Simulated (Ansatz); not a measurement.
# Charge trapping in amorphous SnO2 (72 atoms), part 2 of 4

Aim: add and remove one electron in amorphous SnO2 (72 atoms), with atoms held and relaxed, and read trapping energy and localisation.

Ansatz 0.2.0; Kohn-Sham DFT, PBE, PAW (set soft_2), plane waves.

The cell: 24 Sn and 48 O. The quench rate of 50 K/ps is many orders above laboratory rates. The network of bonds at the start is that of the classical potential that made the cell. Sampling is at Γ alone, for a cell whose shortest periodic width is 10 Å.

So far. Step 2 (Single point at the start): The r.m.s. force at the start is 0.53 eV/Å. Step 3 (Relaxation): The relaxation converged after 11 steps, 3.16 eV below its start, with a largest force component of 0.033 eV/Å.

**4. Single point at the relaxed geometry**

The electronic structure is read at the final geometry, in a run of its own.

Input file input.yaml:

```yaml
crystal:
  lattice:
    - [9.85089, 0.0, 0.0]
    - [0.0, 9.85089, 0.0]
    - [0.0, 0.0, 9.85089]
  atoms:
    - { symbol: Sn, position: [0.72293, 0.67518, 0.33139] }
    - { symbol: Sn, position: [0.05066, 0.22032, 0.42231] }
    - { symbol: Sn, position: [0.51027, 0.1905, 0.08473] }
    - { symbol: Sn, position: [0.76844, 0.46599, 0.57536] }
    - { symbol: Sn, position: [0.23791, 0.69992, 0.35531] }
    - { symbol: Sn, position: [0.47036, 0.69886, 0.59036] }
    [... 60 atom lines left out ...]
    - { symbol: O, position: [0.02676, 0.0941, 0.58499] }
    - { symbol: O, position: [0.80383, 0.5711, 0.16248] }
    - { symbol: O, position: [0.63126, 0.77953, 0.48831] }
    - { symbol: O, position: [0.89411, 0.30798, 0.52313] }
    - { symbol: O, position: [0.41227, 0.74584, 0.9877] }
    - { symbol: O, position: [0.19462, 0.36473, 0.37288] }
kpoints:
  mp_grid: { grid: [1, 1, 1] }
hamiltonian:
  xc: pbe
scf:
  occupations: { method: fixed }
output:
  forces: true
  stress: true
  populations: true
  dos:
    method: { smearing: { sigma: 0.08 } }
    de: 0.1
    projected: { site_lists: { O: [O], Sn: [Sn] } }
  eigenvalues: true
  write_density: true
  write_potential: true
  volumetric_format: npy
  elf: true
```

Launch:

```sh
ansatz run input.yaml --threads 4 --pin off --max-ram 8192MiB --backend cpu --events-out ev --progress --plain --runs-dir out
```

Numbers of over 12 decimals in the logs are rounded to 6 here.

Output:

```text
[...]
Crystal: 72 atoms, lattice volume = 955.931 Å³
Basis set: ecut = 420 eV, 18805 PW (Γ), exchange–correlation on 144×144×144 points (8 copies of the dense FFT grid, shifted against one another)
Bands: 384, of which v1, the nominal top of the filled ones, is band 312 counted from 1 (311 counted from 0)
Symmetry: 1 space group operations
[...]
k-points: 1
[...]
SCF iter   1: F=—  HF=-171798.092768 eV  |F-HF|=—  |Δ(HF+E_count)|=         —  Δρ=4.06e-3  dr2=1.24e-1  ethr=1.77e-3  ⟨swp⟩=4.0  Hψ=1315  notcnv=0  defer=69
[...]
SCF iter  11: F=-171798.097751 eV  HF=-171798.097751 eV  |F-HF|=2.22e-8  |Δ(HF+E_count)|=   1.03e-7  Δρ=1.78e-6  dr2=3.21e-8  ethr=1.60e-11  ⟨swp⟩=19.0  Hψ=3203  notcnv=0
SCF 1 converged in 11 iterations: F = -171798.097751 eV  dr2 = 3.21e-8
[...]
SCF converged after 11 iterations
Free energy (F): -171798.097751 eV
[...]
Internal energy: -171798.097751 eV  (E = F + TS)
E sigma→0 (E₀):  -171798.097751 eV
Fermi energy:    8.119134 eV
[...]
--- Forces (eV/Å), atoms counted from 1 ---
  atom   1  Sn     0.01152159     0.01852585     0.00582176
  atom   2  Sn     0.00840651     0.00410961    -0.01279919
  atom   3  Sn    -0.01516603     0.00409726     0.00067595
  atom   4  Sn    -0.00051399     0.00118206     0.00289541
  atom   5  Sn    -0.00316438     0.01316307    -0.00470147
  atom   6  Sn     0.01579500     0.03342848     0.00464535
  atom   7  Sn     0.00186389     0.01512513    -0.00399010
  atom   8  Sn    -0.00141875    -0.00566598    -0.02198846
  atom   9  Sn     0.00662472    -0.00782900    -0.00736586
  atom  10  Sn     0.01257188     0.00808601    -0.00069765
  atom  11  Sn     0.00245739    -0.01203791    -0.00325654
  atom  12  Sn     0.02084946    -0.03320652    -0.00136258
  atom  13  Sn     0.01912896    -0.00416694     0.00768027
  atom  14  Sn    -0.01385659     0.01075323    -0.01808901
[...]
atom  71  O      0.01704928     0.00346590     0.00533422
  atom  72  O     -0.00897869    -0.00167729     0.00093885
  max |Σ_I F_I| component: 2.91e-5 eV/Å
--- Stress (GPa, compression-positive) ---
        2.448289       0.655789       1.042911
        0.655789       3.072826      -1.563433
        1.042911      -1.563433       3.657839
  P = ⅓ Tr σ = 3.0597 GPa (30.597 kbar)
--- Band table (eV) ---
[...]
--- Löwdin populations: 72 sites ---
  site symbol       q [e]
     0     Sn     12.2830
     1     Sn     12.2949
     2     Sn     12.3009
[...]
71      O      6.7463
  spilling = 0.005151 (of n_electrons = 624.000000)
```

The job ended after 16 s (4 threads of Intel Xeon Platinum 8488C (Sapphire Rapids), shared host; peak memory 1.4 GiB).

The run gave:

```
free energy                                      : -171798.0978 eV
free energy per atom                             : -2386.0847 eV/atom
SCF cycles                                       : 11
pressure                                         : 3.06 GPa
r.m.s. force component                           : 0.01038 eV/Å
longest force                                    : 0.03923 eV/Å
Fermi energy                                     : 8.119 eV
gap (highest filled to lowest empty level) : 0.4716 eV
spilling of the projection                       : 0.005151
```

Löwdin charges by element and coordination (they lack the spilled electrons, 0.045 e an atom on average):

| element | coordination | atoms | mean charge (e) | spread | least | most |
| --- | --- | --- | --- | --- | --- | --- |
| O | all | 48 | -0.783 | 0.0162 | -0.809 | -0.738 |
| O | 2 | 8 | -0.784 | 0.0113 | -0.803 | -0.768 |
| O | 3 | 39 | -0.782 | 0.0167 | -0.809 | -0.738 |
| O | 4 | 1 | -0.809 | 0 | -0.809 | -0.809 |
| Sn | all | 24 | 1.70 | 0.0208 | 1.65 | 1.74 |
| Sn | 5 | 7 | 1.70 | 0.0125 | 1.69 | 1.73 |
| Sn | 6 | 17 | 1.70 | 0.0231 | 1.65 | 1.74 |

States in the cell by windows of 1 eV, zero at the Fermi level; the larger projections on atomic orbitals stand beside the total:

| from (eV) | to (eV) | total | O p | Sn p | Sn s | O s |
| --- | --- | --- | --- | --- | --- | --- |
| -18 | -17 | 28.1 | 0.3 | 4.5 | 1.6 | 19.0 |
| -17 | -16 | 34.1 | 0.3 | 3.8 | 0.7 | 25.3 |
| -16 | -15 | 21.0 | 0.1 | 1.3 | 0.3 | 16.3 |
| -15 | -14 | 0.1 | 0.0 | 0.0 | 0.0 | 0.1 |
| -14 | -9 | 0.0 | 0.0 | 0.0 | 0.0 | 0.0 |
| -9 | -8 | 0.8 | 0.4 | 0.0 | 0.3 | 0.0 |
| -8 | -7 | 20.3 | 11.4 | 0.6 | 7.4 | 0.7 |
| -7 | -6 | 15.2 | 8.7 | 0.7 | 4.6 | 1.0 |
| -6 | -5 | 17.9 | 11.8 | 2.4 | 2.6 | 0.9 |
| -5 | -4 | 34.0 | 25.5 | 6.3 | 0.7 | 1.0 |
| -4 | -3 | 41.6 | 33.3 | 5.9 | 0.6 | 1.1 |
| -3 | -2 | 43.9 | 38.5 | 3.3 | 0.3 | 0.8 |
| -2 | -1 | 65.8 | 62.4 | 1.2 | 0.3 | 0.5 |
| -1 | 0 | 47.9 | 46.1 | 0.5 | 0.2 | 0.3 |
| 0 | 1 | 2.6 | 1.2 | 0.1 | 1.0 | 0.4 |
| 1 | 2 | 0.0 | 0.0 | 0.0 | 0.0 | 0.0 |
| 2 | 3 | 4.1 | 1.5 | 0.6 | 1.5 | 0.4 |
| 3 | 4 | 16.4 | 6.1 | 1.7 | 6.7 | 1.5 |
| 4 | 5 | 17.4 | 6.3 | 1.9 | 7.5 | 1.1 |

The curve was stored every 0.100 eV, coarse against its broadening of 0.08 eV, so these counts are rough.

With fixed occupations the program's Fermi level is the highest filled level.

Between -22 and -18 eV lie 253 more states.

The levels nearest the highest filled one (over half full), pooled over k-points and spins:

| level less the highest filled one (eV) | occupation |
| --- | --- |
| -0.321 | 2 |
| -0.304 | 2 |
| -0.259 | 2 |
| -0.069 | 2 |
| -0.0415 | 2 |
| 0 | 2 |
| 0.472 | 0 |
| 2.70 | 0 |
| 2.90 | 0 |
| 3.15 | 0 |
| 3.31 | 0 |
| 3.43 | 0 |

Electrostatic potential energy in the ac plane at fractional y = 0.538, with atoms of Sn and O within 0.2 Å of it. With pseudopotentials it is smooth inside the atoms' cores, unlike the true potential.

Ten even steps from '0' (-30 eV) to '9' (15 eV), each cell a mean:
```
4489999999865456424765998567
9999999999888786100556999568
9999888899999997201665786578
9998766789999999867886555789
9987555468999999999998853689
9986477458999999999999710179
9986455468999997679999710179
9987655678999972016887754689
9842478899999971005765567899
9600079999999985247644457899
9720289999999999988644457899
9987899999999999998765568999
9999999999668999999887889999
9999999998558999998888899999
9999999999889999997678899999
9999998999999999998788899999
9988888999999999998888899999
9887888889999999999888899999
8876677324899999999887568999
8866675000687778999983016999
8877787202655556899984017999
5478889877559975789998678998
0038999998569985789988767884
0038999998658865789875454673
```
Columns run along a (9.9 Å; values clipped at the 3rd and 97th percentile), rows up along c (9.9 Å). Atoms in or near the plane, at fractional coordinates: Sn at (0.82, 0.94), Sn at (0.46, 0.06), O at (0.87, 0.74), O at (0.62, 0.92), O at (0.11, 0.58), O at (0.29, 0.17), O at (0.03, 0.03), O at (0.58, 0.65).

ELF in the ac plane at fractional y = 0.538, with atoms of Sn and O within 0.2 Å of it. It is the smooth field of the valence electrons, not physical close to the nuclei.

Values, 13 rows by 16 columns, each cell a mean:
```
0.69 0.56 0.16 0.03 0.19 0.46 0.36 0.18 0.35 0.72 0.70 0.43 0.10 0.01 0.16 0.41
0.06 0.08 0.12 0.13 0.25 0.53 0.49 0.12 0.36 0.76 0.74 0.41 0.17 0.13 0.21 0.10
0.04 0.13 0.20 0.19 0.19 0.14 0.09 0.05 0.10 0.24 0.23 0.09 0.35 0.64 0.70 0.40
0.07 0.19 0.23 0.17 0.20 0.11 0.05 0.09 0.50 0.67 0.51 0.11 0.50 0.70 0.71 0.54
0.38 0.67 0.64 0.38 0.11 0.05 0.03 0.21 0.75 0.56 0.74 0.24 0.22 0.37 0.39 0.15
0.56 0.70 0.72 0.58 0.06 0.10 0.13 0.10 0.52 0.69 0.45 0.21 0.20 0.21 0.19 0.07
0.17 0.55 0.57 0.20 0.15 0.66 0.73 0.35 0.05 0.08 0.15 0.19 0.18 0.43 0.58 0.16
0.03 0.04 0.03 0.03 0.20 0.70 0.83 0.60 0.05 0.29 0.67 0.61 0.19 0.21 0.35 0.09
0.39 0.42 0.13 0.05 0.07 0.17 0.32 0.19 0.02 0.24 0.59 0.54 0.20 0.05 0.03 0.06
0.44 0.50 0.20 0.23 0.59 0.56 0.18 0.02 0.02 0.03 0.09 0.16 0.34 0.42 0.17 0.07
0.14 0.17 0.16 0.53 0.64 0.75 0.42 0.12 0.10 0.05 0.04 0.44 0.74 0.78 0.50 0.06
0.64 0.46 0.16 0.41 0.71 0.59 0.21 0.09 0.17 0.11 0.04 0.34 0.69 0.65 0.25 0.38
0.57 0.78 0.35 0.06 0.12 0.15 0.16 0.04 0.14 0.31 0.34 0.16 0.20 0.18 0.18 0.71
```
Columns run along a (9.9 Å), rows up along c (9.9 Å). Atoms in or near the plane, at fractional coordinates: Sn at (0.82, 0.94), Sn at (0.46, 0.06), O at (0.87, 0.74), O at (0.62, 0.92), O at (0.11, 0.58), O at (0.29, 0.17), O at (0.03, 0.03), O at (0.58, 0.65).

The highest filled and lowest empty levels differ by 0.472 eV (at Γ alone); a semilocal functional tends to put such gaps too low. In a disordered cell it changes from sample to sample, and tail or defect levels can set it. Mean Löwdin charges: O -0.78, Sn +1.70 e (they miss 0.52 % of the electrons, so they add up to more than the cell's charge). The largest share in the top eV of filled states is O p (97 % of the projected weight), and in the lowest eV of empty states Sn s (49 % of the projected weight).

**5. An extra electron, atoms held**

The electron count changes by one with the atoms held: a vertical process, on a uniform background, with spin and a narrow Fermi–Dirac smearing. Its energy against the neutral cell hangs on the program's zero of potential.

Input file input.yaml:

```yaml
crystal:
  lattice:
    - [9.85089, 0.0, 0.0]
    - [0.0, 9.85089, 0.0]
    - [0.0, 0.0, 9.85089]
  atoms:
    [... the 72 atom lines of step 4 ...]
total_charge: -1
kpoints:
  mp_grid: { grid: [1, 1, 1] }
hamiltonian:
  xc: pbe
scf:
  occupations: { method: fermi_dirac, width: 0.01 }
  lower_state_search: "off"
output:
  forces: true
  stress: true
  populations: true
  dos:
    method: { smearing: { sigma: 0.15 } }
    de: 0.1
    projected: { site_lists: { O: [O], Sn: [Sn] } }
  eigenvalues: true
  write_density: true
  write_potential: true
  volumetric_format: npy
magnetization:
  spin_polarized: true
  initial_magnetization: 1
```

Output:

```text
[...]
Crystal: 72 atoms, lattice volume = 955.931 Å³
Basis set: ecut = 420 eV, 18805 PW (Γ), exchange–correlation on 144×144×144 points (8 copies of the dense FFT grid, shifted against one another)
Bands: 385, of which v1, the nominal top of the filled ones, is band 313 counted from 1 (312 counted from 0)
Symmetry: 1 space group operations
[...]
k-points: 1
[...]
Starting moments: Σ|m| = 1 μB on 72 of 72 sites
[...]
SCF iter   1: F=—  HF=-171800.643601 eV  |F-HF|=—  |Δ(HF+E_count)|=         —  Δρ=3.97e-2 (↑3.83e-2 ↓3.97e-2)  dr2=4.49e1  dr2_m=1.17e-2  M=1.000 μB ∫|m|=1.058 μB  β_m=1.00  ethr=3.10e-3  ⟨swp⟩=5.0  Hψ=2763  notcnv=0  defer=68
[...]
spin=Collinear: Resta preconditioning applied to the charge; magnetization (m = ρ↑ − ρ↓) channel mixes plain (no charge-response kernel on spin).
SCF iter   2: F=—  HF=-171792.976569 eV  |F-HF|=—  |Δ(HF+E_count)|=         —  Δρ=2.51e-2 (↑2.51e-2 ↓2.51e-2)  dr2=1.60e1  dr2_m=7.27e-4  M=0.729 μB ∫|m|=0.822 μB  β_m=0.30  ethr=3.10e-3  ⟨swp⟩=3.0  Hψ=1246  notcnv=0  defer=130
[...]
SCF iter   8: F=—  HF=-171789.511550 eV  |F-HF|=—  |Δ(HF+E_count)|=   1.28e-3  Δρ=1.85e-4 (↑1.75e-4 ↓1.85e-4)  dr2=8.51e-4  dr2_m=7.97e-5  M=0.732 μB ∫|m|=0.824 μB  β_m=0.30  ethr=4.95e-7  ⟨swp⟩=2.0  Hψ=1089  notcnv=0  defer=132
[...]
spin-set hold released at iteration 8 (site moments contracting): the magnetisation degrees of freedom join the quasi-Newton model from the next iteration; the mixer history was flushed
SCF iter   9: F=—  HF=-171789.511911 eV  |F-HF|=—  |Δ(HF+E_count)|=   3.60e-4  Δρ=1.39e-4 (↑1.34e-4 ↓1.39e-4)  dr2=5.05e-4  dr2_m=5.09e-5  M=0.736 μB ∫|m|=0.829 μB  β_m=0.63  ethr=1.36e-7  ⟨swp⟩=2.0  Hψ=1082  notcnv=0  defer=132
[...]
SCF iter  18: F=-171789.513985 eV  HF=-171789.513985 eV  |F-HF|=3.49e-10  |Δ(HF+E_count)|=   1.86e-9  Δρ=2.20e-7 (↑1.82e-7 ↓2.20e-7)  dr2=6.69e-10  dr2_m=2.22e-10  M=0.772 μB ∫|m|=0.873 μB  ethr=2.45e-12  ⟨swp⟩=6.0  Hψ=4162  notcnv=0
SCF 1 converged in 18 iterations: F = -171789.513985 eV  dr2 = 6.69e-10
[...]
SCF converged after 18 iterations
Magnetization: 0.7718 μB (312.8859 up, 312.1141 down)
Absolute magnetization: 0.8362 μB (∫|ρ↑−ρ↓|, with the PAW one-centre terms)
[...]
Per-site moments (μB) at R_I (Å): [(0.00502431, 0.851553), (0.00372094, 0.836298), (0.00358275, 0.801702), (0.00247696, 0.839567), (0.00276714, 0.799986), [...]
Free energy (F): -171789.513985 eV
[...]
Internal energy: -171789.506885 eV  (E = F + TS)
E sigma→0 (E₀):  -171789.510435 eV
Entropy (-TS):   -0.007100 eV (-0.099 meV/atom)
Fermi energy:    8.606711 eV
[...]
--- Forces (eV/Å), atoms counted from 1 ---
  atom   1  Sn     0.02899050     0.05940072     0.01442664
  atom   2  Sn     0.03540823    -0.00500286    -0.05936372
  atom   3  Sn    -0.02237109    -0.09564513    -0.01194183
  atom   4  Sn     0.01921234    -0.03975015    -0.01115704
  atom   5  Sn    -0.04233700     0.01120962    -0.04499627
  atom   6  Sn     0.02879509     0.05303799    -0.03251481
  atom   7  Sn     0.10076656     0.01468007     0.00595794
  atom   8  Sn    -0.05334673    -0.09850479    -0.04068901
  atom   9  Sn    -0.00783085     0.01467863    -0.06109630
  atom  10  Sn     0.07092296     0.08755495     0.04871203
  atom  11  Sn     0.06622260     0.00807425     0.03112124
  atom  12  Sn     0.07228273    -0.01181048     0.01711307
  atom  13  Sn     0.07847474    -0.01884136     0.02113196
  atom  14  Sn     0.00301056     0.06922122    -0.04774268
[...]
atom  71  O      0.04479660    -0.03430518     0.00063719
  atom  72  O     -0.06589362     0.01438080    -0.01077266
  max |Σ_I F_I| component: 2.26e-6 eV/Å
--- Stress (GPa, compression-positive) ---
        3.189976       0.583430       0.983736
        0.583430       3.714511      -1.631073
        0.983736      -1.631073       4.353415
  P = ⅓ Tr σ = 3.7526 GPa (37.526 kbar)
--- Band table (eV) ---
[...]
--- Löwdin populations: 72 sites ---
  site symbol       q [e]    m [muB]
     0     Sn     12.3093     0.0182
     1     Sn     12.3179     0.0157
     2     Sn     12.3288     0.0187
[...]
71      O      6.7529     0.0069
  spilling = 0.005185 (of n_electrons = 625.000000)
```

Wall time 38 s (4 threads); peak memory 2.3 GiB.

An extra electron, atoms held: the energy stands 8.58 eV above that of the reference, with a moment of 0.77 μB.

The levels nearest the highest filled one (over half full), pooled over k-points and spins:

| level less the highest filled one (eV) | occupation |
| --- | --- |
| -0.495 | 1 |
| -0.454 | 1 |
| -0.420 | 1 |
| 0 | 0.886 |
| 0.041 | 0.114 |
| 2.25 | 0 |
| 2.30 | 0 |
| 2.44 | 0 |

Spin density in the ac plane at fractional y = 0.538, with atoms of Sn and O within 0.2 Å of it.

Ten even steps from '0' (-0.45 × 1e-2 e/Å³) to '9' (3.57 × 1e-2 e/Å³), each cell a mean:
```
1111111111111111122111001111
1111111111111111122111000111
1111111111111111101111111111
1111111111111111111111111111
1111111111111111111111111111
1111111111111111111111134111
1111111111111111111111122111
1111111111111111111111111111
1157211111111112211111111111
1279211111111111111111111111
1114311111111111111111111111
1112211111111111111111111111
1111111111111111111111111111
1111111111111111111111111111
1111111111111111111111111111
1111111111111111111111111111
1111111111111111111111111111
1111111111111111111111111111
1111111111111111111111111111
1111111362111111111111211111
1111111242111111111111111111
3211111111111011111111111111
9611111111110011111111111113
2211111111111111111111111111
```
Columns run along a (9.9 Å), rows up along c (9.9 Å). Atoms in or near the plane, at fractional coordinates: Sn at (0.82, 0.94), Sn at (0.46, 0.06), O at (0.87, 0.74), O at (0.62, 0.92), O at (0.11, 0.58), O at (0.29, 0.17), O at (0.03, 0.03), O at (0.58, 0.65).

**6. An extra electron, atoms relaxed**

The atoms now respond to the charge; the energy gained comes from screening by the atoms, from trapping if the charge localises, and from any strain left in the reference.

input.yaml, the sections that differ from step 5:

```yaml
output:
  forces: true
relax:
  f_tol: 0.05
  max_steps: 90
# crystal, total_charge, kpoints, hamiltonian, scf, magnetization: as in step 5
```

Output:

```text
[...]
Crystal: 72 atoms, lattice volume = 955.931 Å³
Basis set: ecut = 420 eV, 18805 PW (Γ), exchange–correlation on 144×144×144 points (8 copies of the dense FFT grid, shifted against one another)
Bands: 385, of which v1, the nominal top of the filled ones, is band 313 counted from 1 (312 counted from 0)
Symmetry: 1 space group operations
[...]
k-points: 1
[...]
Starting moments: Σ|m| = 1 μB on 72 of 72 sites
[...]
SCF iter   1: F=—  HF=-171800.643602 eV  |F-HF|=—  |Δ(HF+E_count)|=         —  Δρ=3.97e-2 (↑3.83e-2 ↓3.97e-2)  dr2=4.49e1  dr2_m=1.17e-2  M=1.000 μB ∫|m|=1.058 μB  β_m=1.00  ethr=3.10e-3  ⟨swp⟩=5.0  Hψ=2763  notcnv=0  defer=68
[...]
SCF iter   2: F=—  HF=-171792.976564 eV  |F-HF|=—  |Δ(HF+E_count)|=         —  Δρ=2.51e-2 (↑2.51e-2 ↓2.51e-2)  dr2=1.60e1  dr2_m=7.27e-4  M=0.729 μB ∫|m|=0.822 μB  β_m=0.30  ethr=3.10e-3  ⟨swp⟩=3.0  Hψ=1246  notcnv=0  defer=130
[...]
SCF iter   8: F=—  HF=-171789.512608 eV  |F-HF|=—  |Δ(HF+E_count)|=   1.28e-3  Δρ=1.85e-4 (↑1.75e-4 ↓1.85e-4)  dr2=8.51e-4  dr2_m=7.97e-5  M=0.732 μB ∫|m|=0.824 μB  β_m=0.30  ethr=4.95e-7  ⟨swp⟩=2.0  Hψ=1089  notcnv=0  defer=132
[...]
SCF iter  13: F=-171789.513984 eV  HF=-171789.513984 eV  |F-HF|=5.67e-7  |Δ(HF+E_count)|=   3.34e-6  Δρ=9.89e-6 (↑7.84e-6 ↓9.89e-6)  dr2=1.42e-6  dr2_m=2.75e-7  M=0.768 μB ∫|m|=0.868 μB  ethr=7.77e-10  ⟨swp⟩=1.0  Hψ=1796  notcnv=0
SCF 1 converged in 13 iterations: F = -171789.513984 eV  dr2 = 1.42e-6
[...]
relax step   1: F+E_penalty+E_count = -171789.51398377 eV  Δ(F+E_penalty+E_count) = +0.000e0 eV  max|allowed force component| = 1.344e-1 eV/Å  Δτ_max = 0.0000 Å  (13 SCF iters, dr2 threshold 6.25e-5 eV, accepted)
[...]
relax step   2: F+E_penalty+E_count = -171789.52428931 eV  Δ(F+E_penalty+E_count) = -1.031e-2 eV  max|allowed force component| = 5.552e-2 eV/Å  Δτ_max = 0.0190 Å  (11 SCF iters, accepted)
[...]
relax step   3: F+E_penalty+E_count = -171789.52775502 eV  Δ(F+E_penalty+E_count) = -3.466e-3 eV  max|allowed force component| = 3.131e-2 eV/Å  Δτ_max = 0.0062 Å  (9 SCF iters, accepted)
SCF converged after 9 iterations
Magnetization: 0.7771 μB (312.8885 up, 312.1115 down)
Absolute magnetization: 0.8422 μB (∫|ρ↑−ρ↓|, with the PAW one-centre terms)
[...]
Per-site moments (μB) at R_I (Å): [(0.0049663, 0.852299), (0.00375609, 0.837410), (0.00358778, 0.801664), (0.00242475, 0.839843), (0.00284891, 0.802361), [...]
Free energy (F): -171789.527755 eV
[...]
Internal energy: -171789.520764 eV  (E = F + TS)
E sigma→0 (E₀):  -171789.524260 eV
Entropy (-TS):   -0.006991 eV (-0.097 meV/atom)
Fermi energy:    8.583262 eV
[...]
Σ components = -171789.527755   (vs F -171789.527755, Δ=0.00e0)
--- Forces (eV/Å), atoms counted from 1 ---
  atom   1  Sn     0.00206980    -0.00271021    -0.00702735
  atom   2  Sn     0.02248930     0.01313077     0.02334367
  atom   3  Sn     0.01264747    -0.01316549    -0.01079704
  atom   4  Sn    -0.00459278     0.00148901     0.00679755
[...]
atom  72  O     -0.00271607    -0.00493537    -0.01479309
  max |Σ_I F_I| component: 1.28e-5 eV/Å
--- Relaxed structure (3 steps of the walk, 3 accepted, 0 SCFs on fresh bases) ---
  F+E_penalty+E_count = -171789.52775502 eV   max|allowed force component| = 3.131e-2 eV/Å
  atoms:
    - { symbol: Sn, position: [0.722866, 0.675256, 0.331454] }
    - { symbol: Sn, position: [0.050840, 0.220849, 0.422124] }
    - { symbol: Sn, position: [0.509979, 0.189438, 0.084070] }
    - { symbol: Sn, position: [0.768408, 0.465891, 0.575258] }
[...]
- { symbol: O, position: [0.194354, 0.365507, 0.372455] }
```

The job ended after 46 s (4 threads; peak memory 2.2 GiB).

The relaxation converged after 3 steps, 0.0138 eV below its start, with a largest force component of 0.031 eV/Å.

An extra electron, atoms relaxed: the energy stands 8.57 eV above that of the reference, with a moment of 0.78 μB.

(Continued in part 3 of 4.)

[Logs are printed without paths, hosts, clocks, repeated set-up lines and the standing remarks that a program may print on its own settings, such as how far it seeks lower states.]

[Hosts, paths, dates, database ids (printed as entryN), source tags and the programs' standing remarks are cut or masked in the printed files.]
